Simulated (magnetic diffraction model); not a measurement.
## Moment size from magnetic intensity in CrGe2BiO7

Space group C2 (no. 5), a = 6.7120 Å, b = 8.9360 Å, c = 9.8870 Å, β = 100.02°.

| site | atom | x | y | z |
| --- | --- | --- | --- | --- |
| 4c | Bi | 0.5082 | 0.1972 | 0.2552 |
| 4c | Ge | 0.7710 | 0.0026 | 0.5535 |
| 4c | Ge | 0.2274 | 0.0084 | 0.9533 |
| 4c | Cr | 0.5035 | 0.8128 | 0.2446 |
| 4c | O | 0.7762 | 0.1584 | 0.6480 |
| 4c | O | 0.2272 | 0.8368 | 0.8503 |
| 4c | O | 0.5994 | 0.0043 | 0.3992 |
| 4c | O | 0.4099 | 0.9964 | 0.1098 |
| 2b | O | 1/2 | 0.4431 | 1/2 |
| 2a | O | 1/2 | 0.4990 | 0 |
| 4c | O | 0.7523 | 0.8383 | 0.6524 |
| 4c | O | 0.2461 | 0.1689 | 0.8557 |

The compound is invented for this exercise: a known structure type with other elements, its cell scaled to their sizes and not relaxed.

Only Cr is taken to order (form factors of Cr3+); orders and moment sizes are assumed, and not adapted to the symmetry. Radiation: neutrons of λ = 2.36 Å, 8° to 45°; isotropic B of 0.3 Å² (Bi), 0.34 Å² (Ge), 0.42 Å² (Cr) and 0.48 Å² (O). Simulated constant-wavelength pattern: nuclear and magnetic terms add, the magnetic one as |2.695 fm × Σ f S⊥ exp(2πi Q·r) exp(−B s²)|², summed over all Q at one angle with the factor 1/(sin²θ cos θ). For collinear order S is the moment m, which repeats by lattice and centring translations R with the sign exp(−2πi k·R). Free-ion form factors, Sears's scattering lengths of 1992, no absorption; a label names one of the reflections at its angle. The strongest nuclear line in the range is 100, and lines under 0.2 are left out.

In a first state the assumed order is k = (0 0 0), collinear moments along [001], 2.34 μB on Cr; signs + at (0.5035, 0.8128, 0.2446), + at (0.4965, 0.8128, 0.7554), with this pattern:

```
2θ (°)     index  nuclear  magnetic
 25.66   (1 1 0)     12.1       7.4
 28.06   (0 0 2)      0.8       0.1
 30.63   (0 2 0)     13.8       2.4
 31.02   (1 1 1)      0.4       0.0
 33.79   (0 2 1)      0.3       0.0
 35.51  (1 1 -2)      5.2       1.3
 41.08   (1 1 2)     53.1       1.2
 41.84   (2 0 0)     11.7       1.1
 42.01   (0 2 2)    100.0       1.2
```

**Question.** Nearer the ordering temperature the line at 25.66° has total intensity 15.8 on the same scale, and all moments have shrunk alike. How large is the Cr moment?

The nuclear part, 12.1, stays, so the magnetic part is 3.6 against 7.4. It goes as m², so m = 2.34 × √(3.6/7.4) = 1.63 μB; the value used was 1.64 μB.

[Logs are printed without paths, hosts, clocks, repeated set-up lines and the standing remarks that a program may print on its own settings, such as how far it seeks lower states.]
